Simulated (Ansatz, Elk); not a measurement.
# Mg3RuS: X-ray structure factors from the self-consistent density

The structure of Mg3RuS used here is made up (a known structure type with other elements) and was relaxed beforehand with PBE. The aim is the Fourier transform of its all-electron density, F(hkl), set beside the sum over free spherical atoms that refinements use.

Main program and level: Elk 11.2.3 (patched build); DFT, PBE, all-electron APW+lo, Dirac cores, scalar-relativistic bands, static density, no spin.

The structure was built from a prototype and need not be the compound's stable phase.

## Step 1: The structure

Symmetry: Pm-3m, No. 221, cubic system. Conventional cell: a = 4.672 Å, b = 4.672 Å, c = 4.672 Å, α = 90.00°, β = 90.00°, γ = 90.00°. Ru has 12 Mg at 3.30 Å nearest. S has 6 Mg at 2.34 Å nearest. Mg has 2 S at 2.34 Å nearest. Farther neighbours and most contacts between anions are not listed.

## Step 2: Ground state and structure factors

An all-electron density is needed, since X-rays see the cores too. Task 0 finds the density and task 195 Fourier-transforms it; tshift is off so that phases refer to the origin typed.

elk.in

```
tasks
  0
  195

xctype
  20

spinpol
  .false.

rgkmax
  7.0

gmaxvr
  14.0

lmaxo
  7

lmaxapw
  8

swidth
  0.002

tshift
  .false.

ramdisk
  .false.

hmaxvr
  5.5

maxscl
  120

epspot
  1e-06

sppath
  './'

avec
  8.82904750056 -0.00000000000 0.00000000000
  -0.00000000000 8.82904750056 -0.00000000000
  0.00000000000 0.00000000000 8.82904750056

atoms
  3
  'Ru.in'
  1
  0.0000000000 -0.0000000000 -0.0000000000   0.000000 0.000000 0.000000
  'S.in'
  1
  0.5000000000 0.5000000000 0.5000000000   0.000000 0.000000 0.000000
  'Mg.in'
  3
  0.5000000000 0.5000000000 0.0000000000   0.000000 0.000000 0.000000
  0.5000000000 0.0000000000 0.5000000000   0.000000 0.000000 0.000000
  -0.0000000000 0.5000000000 0.5000000000   0.000000 0.000000 0.000000

ngridk
  5 5 5
```

On the command line:

```console
$ OMP_NUM_THREADS=4 elk
```

Numbers of over 12 decimals in the logs are rounded to 6 here.

Output:

```text
┌─────────────────────────┐
│ Elk code version 11.2.3 │
└─────────────────────────┘

All units are atomic (Hartree, Bohr, etc.)

┌─────────────────────────────────────────────────┐
│ Ground-state run starting from atomic densities │
└─────────────────────────────────────────────────┘

Lattice vectors :
   8.829047501      -0.000000000       0.000000000
  -0.000000000       8.829047501      -0.000000000
   0.000000000       0.000000000       8.829047501

Reciprocal lattice vectors :
  0.7116492812       0.000000000      -0.000000000
   0.000000000      0.7116492812      -0.000000000
   0.000000000       0.000000000      0.7116492812

Unit cell volume      :    688.2426150
Brillouin zone volume :   0.3604110063

Muffin-tin inner radius fraction :   0.1000000000E-01

Nuclei treated as point charges

Species : 1 (Ru)
 parameters loaded from : Ru.in
 name : ruthenium
 nuclear charge    :   -44.00000000
 electronic charge :    44.00000000
 atomic mass :    184239.3393
 muffin-tin radius :    2.600000000
 number of radial points in muffin-tin :   1193
 inner part over the whole radius :   0.9963931919E-02
 number on inner part of muffin-tin    :    849
 approximate nuclear radius :   0.8462081736E-04
 number of mesh points to nuclear radius :    422
 atomic positions (lattice), magnetic fields (Cartesian) :
  1 :   0.00000000  0.00000000  0.00000000    0.00000000  0.00000000  0.00000000

Species : 2 (S)
 parameters loaded from : S.in
 name : sulphur
 nuclear charge    :   -16.00000000
 electronic charge :    16.00000000
 atomic mass :    58450.91931
 muffin-tin radius :    2.182261875
 number of radial points in muffin-tin :    793
 inner part over the whole radius :   0.9914747981E-02
 number on inner part of muffin-tin    :    554
 approximate nuclear radius :   0.6195814986E-04
 number of mesh points to nuclear radius :    251
 atomic positions (lattice), magnetic fields (Cartesian) :
  1 :   0.50000000  0.50000000  0.50000000    0.00000000  0.00000000  0.00000000

Species : 3 (Mg)
 parameters loaded from : Mg.in
 name : magnesium
 nuclear charge    :   -12.00000000
 electronic charge :    12.00000000
 atomic mass :    44305.30466
 muffin-tin radius :    2.182261875
 number of radial points in muffin-tin :    793
 inner part over the whole radius :   0.9966050596E-02
 number on inner part of muffin-tin    :    552
 approximate nuclear radius :   0.5710277704E-04
 number of mesh points to nuclear radius :    241
 atomic positions (lattice), magnetic fields (Cartesian) :
  1 :   0.50000000  0.50000000  0.00000000    0.00000000  0.00000000  0.00000000
  2 :   0.50000000  0.00000000  0.50000000    0.00000000  0.00000000  0.00000000
  3 :   0.00000000  0.50000000  0.50000000    0.00000000  0.00000000  0.00000000

Total number of atoms per unit cell :    5
Total muffin-tin volume :    247.7504113
 ratio of muffin-tin to unit cell volume :   0.3599754009

Spin treatment :
 spin-unpolarised

Number of Bravais lattice symmetries :   48
Number of crystal symmetries         :   48
Crystal has inversion symmetry
Real symmetric eigensolver will be used

k-point grid :      5     5     5
k-point offset :    0.000000000       0.000000000       0.000000000
k-point set is reduced with full crystal symmetry group
Total number of k-points :       10

Muffin-tin radius times maximum |G+k| :    7.000000000
 using average radius
Maximum |G+k| for APW functions       :    3.089403588
Maximum (1/2)|G+k|²                   :    4.772207266
Maximum |G| for potential and density :    14.00000000
Constant for pseudocharge density :    9
 order of it for each species :   16  16  16
 order of it for pair densities of each species (exact exchange by exxq0 0: 17) :   13   9   9
Radial integration step length :    1

G-vector grid sizes :     40    40    40
Number of G-vectors :    31919

Maximum angular momentum used for
 APW functions            :    8
 outer part of muffin-tin :    7
 inner part of muffin-tin :    2

Total nuclear charge    :   -96.00000000
[...]
xc potential                :     -272.34175327724
 exchange                    :     -204.52415615851
 correlation                 :     -4.291732
 electron entropic           :    -0.24376340565664E-03
 total energy                :     -5532.9591427036

Density of states at Fermi energy :    10.27601773
 (states/Hartree/unit cell)

Estimated indirect band gap :   0.1605616753E-01
 from k-point 6 to k-point 3
Estimated direct band gap   :   0.1705395001E-01
 at k-point 3

Charges :
 core                        :    44.00000000
 valence                     :    52.00000000
 interstitial                :    7.179493293
 muffin-tins (core leakage)
  species : 1 (Ru)
   atom 1                    :    42.38293408     ( -0.2967447337E-06)
  species : 2 (S)
[...]
species : 3 (Mg)
[...]
total in muffin-tins        :    88.82050671
 total calculated charge     :    95.99950311
 total charge                :    96.00000000
 error                       :   0.4968914446E-03

RMS change in Kohn-Sham potential (target) :   0.6191345268     (  0.1000000000E-05)
Absolute change in total energy (target)   :   0.3988109321     (  0.1000000000E-03)

[... loops 3 to 14 left out ...]

┌──────────────────┐
│ Loop number : 15 │
└──────────────────┘

Energies :
 Fermi                       :     0.170223
 sum of occupied eigenvalues :     -3248.6331765442
 electron kinetic            :      5717.4757480428
 core electron kinetic       :      5377.0390260600
 Coulomb                     :     -11040.594960103
 Coulomb potential           :     -8694.7095497662
 nuclear-nuclear             :     -624.83723544805
 electron-nuclear            :     -12149.377641586
 Hartree                     :      1733.6199169310
 Madelung                    :     -6693.2401852201
 xc potential                :     -271.39937482074
 exchange                    :     -204.58810340112
 correlation                 :     -4.295927
 electron entropic           :    -0.28647450483431E-03
 total energy                :     -5532.0035292805

Density of states at Fermi energy :    12.45747734
 (states/Hartree/unit cell)

Estimated indirect band gap :   0.1548077721E-01
 from k-point 6 to k-point 10
Estimated direct band gap   :   0.1817047130E-01
 at k-point 3

Charges :
 core                        :    44.00000000
 valence                     :    52.00000000
 interstitial                :    7.188209873
 muffin-tins (core leakage)
  species : 1 (Ru)
[...]
species : 2 (S)
[...]
species : 3 (Mg)
[...]
total in muffin-tins        :    88.81179013
 total calculated charge     :    95.99949289
 total charge                :    96.00000000
 error                       :   0.5071084014E-03

RMS change in Kohn-Sham potential (target) :   0.2369228824E-06 (  0.1000000000E-05)
Absolute change in total energy (target)   :   0.4411956979E-04 (  0.1000000000E-03)

Convergence targets achieved

┌──────────────────┐
│ Loop number : 16 │
└──────────────────┘

Energies :
 Fermi                       :     0.170223
 sum of occupied eigenvalues :     -3248.6331706166
 electron kinetic            :      5717.4757444831
 core electron kinetic       :      5377.0390258292
 Coulomb                     :     -11040.594954462
 Coulomb potential           :     -8694.7095580642
 nuclear-nuclear             :     -624.83723544805
 electron-nuclear            :     -12149.377621588
 Hartree                     :      1733.6199025735
 Madelung                    :     -6693.2401754301
 xc potential                :     -271.39935703550
 exchange                    :     -204.58810295575
 correlation                 :     -4.295927
 electron entropic           :    -0.28647478388650E-03
 total energy                :     -5532.0035267602

Density of states at Fermi energy :    12.45749106
 (states/Hartree/unit cell)

Estimated indirect band gap :   0.1548077403E-01
 from k-point 6 to k-point 10
Estimated direct band gap   :   0.1817046750E-01
 at k-point 3

Charges :
 core                        :    44.00000000
 valence                     :    52.00000000
 interstitial                :    7.188210336
 muffin-tins (core leakage)
  species : 1 (Ru)
[...]
species : 2 (S)
[...]
species : 3 (Mg)
   atom 1                    :    10.48594068     ( -0.9807271972E-07)
   atom 2                    :    10.48594068     ( -0.9807271972E-07)
   atom 3                    :    10.48594068     ( -0.9807271972E-07)
 total in muffin-tins        :    88.81178966
 total calculated charge     :    95.99949289
 total charge                :    96.00000000
 error                       :   0.5071088805E-03

┌──────────────────────────────┐
│ Self-consistent loop stopped │
└──────────────────────────────┘

Wrote STATE.OUT
```

It took 23 s on 4 threads of Arm Neoverse V1, shared host; peak memory 0.18 GiB.

SFACRHO.OUT:

```text

h k l indices transformed by vhmat matrix:
   1.000000000       0.000000000       0.000000000    
   0.000000000       1.000000000       0.000000000    
   0.000000000       0.000000000       1.000000000    

      h      k      l  multipl.   |H|            Re(F)            Im(F)           |F|

      0      0      0      1   0.0000000       95.999999     -0.81470088E-17   95.999999    
      0     -1      0      6  0.71164928       16.133201     -0.39017324E-14   16.133201    
     -1      0      1     12   1.0064241       41.161251      0.29413344E-14   41.161251    
      1      1      1      8   1.2326127       50.615408     -0.25444589E-14   50.615408    
      0      0     -2      6   1.4232986       70.470050      0.68413098E-14   70.470050    
     -1      0     -2     24   1.5912962       14.378956     -0.55868153E-14   14.378956    
     -1      1     -2     24   1.7431776       33.363065      0.72099008E-15   33.363065    
      2      2      0     12   2.0128481       60.911805     -0.11791227E-13   60.911805    
      2     -2      1     24   2.1349478       13.147753      0.93546943E-15   13.147753    
      0      0      3      6   2.1349478       12.857815      0.87941025E-14   12.857815    
     -3      1      0     24   2.2504326       29.607465      0.20460128E-14   29.607465    
     -1     -1     -3     24   2.3602736       39.467401      0.33147763E-14   39.467401    
      2     -2     -2      8   2.4652254       54.707509      0.52375737E-14   54.707509    
     -2     -3      0     24   2.5658880       12.004627     -0.96094356E-14   12.004627    
     -2      1      3     48   2.6627478       27.438453     -0.50630060E-14   27.438453    
      4      0      0      6   2.8465971       49.858193     -0.94726540E-14   49.858193    
      3      2     -2     24   2.9342052       11.371538      0.78523181E-14   11.371538    
     -4      0     -1     24   2.9342052       11.154424     -0.60095932E-14   11.154424
```

Elk indexes on the primitive cell of elk.in and gives |H| = 4π sin θ/λ in inverse bohr. Below, one row stands for each form hkl of the conventional cell (m members, Friedel mates merged), F is for one primitive cell and the density is static (no thermal factor). Free-atom factors are Waasmaier and Kirfel's, and R is Σm||F|−|F'||/Σm|F|.

```tsv
hkl	m	sin θ/λ (Å⁻¹)	abs F, DFT	neutral atoms	diff.
100	6	0.107	16.133	16.110	+0.024
110	12	0.151	41.161	40.944	+0.217
111	8	0.185	50.615	51.242	-0.626
200	6	0.214	70.470	70.681	-0.211
210	24	0.239	14.379	14.552	-0.173
211	24	0.262	33.363	33.491	-0.128
220	12	0.303	60.912	60.973	-0.061
221	24	0.321	13.148	12.991	+0.157
300	6	0.321	12.858	12.991	-0.133
310	24	0.338	29.608	29.701	-0.094
311	24	0.355	39.467	39.411	+0.057
222	8	0.371	54.708	54.656	+0.051
320	24	0.386	12.005	11.900	+0.104
321	48	0.400	27.439	27.394	+0.044
```

## Step 3: The highest occupied states alone

An energy window below the Fermi level keeps the highest occupied states, to see at which angles they scatter; shallow core shells can lie inside it and anion s states outside. No new self-consistency is needed.

Changes to elk.in since step 2:

```diff
@@ -1,3 +1,2 @@
 tasks
-  0
   195
@@ -40,2 +39,5 @@
 
+wsfac
+  -0.270770 0.470220
+
 sppath
```

On the command line:

```console
$ OMP_NUM_THREADS=4 elk
```

Output:

```text
┌─────────────────────────────────┐
│ Elk code version 11.2.3 started │
└─────────────────────────────────┘

Info(readinput): the functional depends on the density's gradient
 muffin-tin radial points multiplied by    2.00000
 (not where nrmtscf is given)

┌────────────────────┐
│ Current task : 195 │
└────────────────────┘
Info(checkmt): changed muffin-tin radius of species 2 (S) from   2.2000 to   2.1823
Info(checkmt): changed muffin-tin radius of species 3 (Mg) from   2.2000 to   2.1823

Info(sfacrho): density structure factors written to SFACRHO.OUT

 Energy window :  -0.2707700000      0.4702200000

┌──────────────────┐
│ Elk code stopped │
└──────────────────┘
```

Elapsed: 12 s, on 4 threads; peak memory 0.16 GiB.

States within 12 eV below the Fermi level hold 18.00 electrons; any levels below the window count with the cores. Their amplitudes can exceed the total, where window and core parts have opposite phase:

```tsv
hkl	sin θ/λ (Å⁻¹)	abs F, window	abs F, all
100	0.107	2.178	16.133
110	0.151	5.943	41.161
111	0.185	1.464	50.615
200	0.214	3.078	70.470
210	0.239	1.193	14.379
211	0.262	1.799	33.363
220	0.303	0.939	60.912
221	0.321	0.796	13.148
300	0.321	0.536	12.858
310	0.338	0.432	29.608
```

## Step 4: Another functional

The difference from free atoms is small, so it is set against the change that PBEsol makes.

Changes to elk.in since step 3:

```diff
@@ -1,2 +1,3 @@
 tasks
+  0
   195
@@ -4,3 +5,3 @@
 xctype
-  20
+  22
 
@@ -39,5 +40,2 @@
 
-wsfac
-  -0.270770 0.470220
-
 sppath
```

On the command line:

```console
$ OMP_NUM_THREADS=4 elk
```

Output:

```text
┌─────────────────────────┐
│ Elk code version 11.2.3 │
└─────────────────────────┘

All units are atomic (Hartree, Bohr, etc.)

┌─────────────────────────────────────────────────┐
│ Ground-state run starting from atomic densities │
└─────────────────────────────────────────────────┘

Lattice vectors :
   8.829047501      -0.000000000       0.000000000
  -0.000000000       8.829047501      -0.000000000
   0.000000000       0.000000000       8.829047501

Reciprocal lattice vectors :
  0.7116492812       0.000000000      -0.000000000
[...]
interstitial                :    7.207011691
 muffin-tins (core leakage)
  species : 1 (Ru)
[...]
species : 2 (S)
[...]
species : 3 (Mg)
[...]
atom 2                    :    10.48727942     ( -0.9807271883E-07)
   atom 3                    :    10.48727942     ( -0.9807271883E-07)
 total in muffin-tins        :    88.79298831
 total calculated charge     :    95.99949940
 total charge                :    96.00000000
 error                       :   0.5006043524E-03

┌──────────────────────────────┐
│ Self-consistent loop stopped │
└──────────────────────────────┘

Wrote STATE.OUT
[key lines of the parts left out:]
total energy                :     -5527.7827776224
```

Elapsed: 23 s, on 4 threads; peak memory 0.18 GiB.

Against the first run R = 0.04 %; the largest change is -0.033 at 200.

## Step 5: Basis size

The basis and the expansions that go with it are enlarged, to see whether the differences are converged.

Changes to elk.in since step 4:

```diff
@@ -5,3 +5,3 @@
 xctype
-  22
+  20
 
@@ -11,12 +11,12 @@
 rgkmax
-  7.0
+  8.5
 
 gmaxvr
-  14.0
+  18.0
 
 lmaxo
-  7
+  9
 
 lmaxapw
-  8
+  10
```

On the command line:

```console
$ OMP_NUM_THREADS=4 elk
```

Output:

```text
┌─────────────────────────┐
│ Elk code version 11.2.3 │
└─────────────────────────┘

All units are atomic (Hartree, Bohr, etc.)

┌─────────────────────────────────────────────────┐
│ Ground-state run starting from atomic densities │
└─────────────────────────────────────────────────┘

Lattice vectors :
   8.829047501      -0.000000000       0.000000000
  -0.000000000       8.829047501      -0.000000000
   0.000000000       0.000000000       8.829047501

Reciprocal lattice vectors :
  0.7116492812       0.000000000      -0.000000000
[...]
interstitial                :    7.179262432
 muffin-tins (core leakage)
  species : 1 (Ru)
[...]
species : 2 (S)
[...]
species : 3 (Mg)
[...]
atom 2                    :    10.48693085     ( -0.9807271750E-07)
   atom 3                    :    10.48693085     ( -0.9807271750E-07)
 total in muffin-tins        :    88.82073757
 total calculated charge     :    95.99995782
 total charge                :    96.00000000
 error                       :   0.4218464092E-04

┌──────────────────────────────┐
│ Self-consistent loop stopped │
└──────────────────────────────┘

Wrote STATE.OUT
[key lines of the parts left out:]
total energy                :     -5532.0094419741
```

Run time: 58 s. Hardware: 4 threads; peak memory 0.38 GiB.

Against the first run R = 0.01 %; the largest change is +0.006 at 440.

## Step 6: Settings against the effect

```tsv
run	R against the first run (%)	R against neutral atoms, low angle (%)	wall time
PBE, rgkmax 7	0.00	0.63	23 s
PBEsol	0.04	0.64	23 s
rgkmax 8.5 with larger expansions	0.01	0.63	58 s
```

## Step 7: Outcome

| Item | Value |
| --- | --- |
| R against neutral atoms, sin θ/λ < 0.3 Å⁻¹ | 0.63 % |
| R against neutral atoms, 0.3 to 0.82 Å⁻¹ | 0.26 % |

Independent neutral atoms miss the calculated amplitudes by R = 0.63 % below 0.3 Å⁻¹ and 0.26 % from there to 0.82 Å⁻¹; by shells, 0.15 % below 0.15 Å⁻¹ (1 form), 0.65 % 0.15 to 0.3 (5 forms), 0.35 % 0.3 to 0.45 (11 forms), 0.24 % above 0.45 (57 forms). Bonding, aspherical density and the tables' own atoms all enter these figures, and the runs don't part them. The largest change of an amplitude is -0.63 electrons, at 111. The window's part falls from 18.0 electrons at the origin to at most 0.27 between 0.45 and 0.82 Å⁻¹. Below 0.3 Å⁻¹ the changes that finished (PBEsol and rgkmax 8.5 with larger expansions) move F by R = 0.03 % at most, against the 0.63 % that separates it from free atoms. The k-mesh has no finished test. These runs have no spin, though d or f shells may be open. Part of the difference isn't bonding: the tables are fits to free atoms and ions calculated by other methods than this functional. Thermal motion, anomalous dispersion and extinction are left out.

[Logs are printed without paths, hosts, clocks, repeated set-up lines and the standing remarks that a program may print on its own settings, such as how far it seeks lower states.]

[Hosts, paths, dates, database ids (printed as entryN), source tags and the programs' standing remarks are cut or masked in the printed files.]
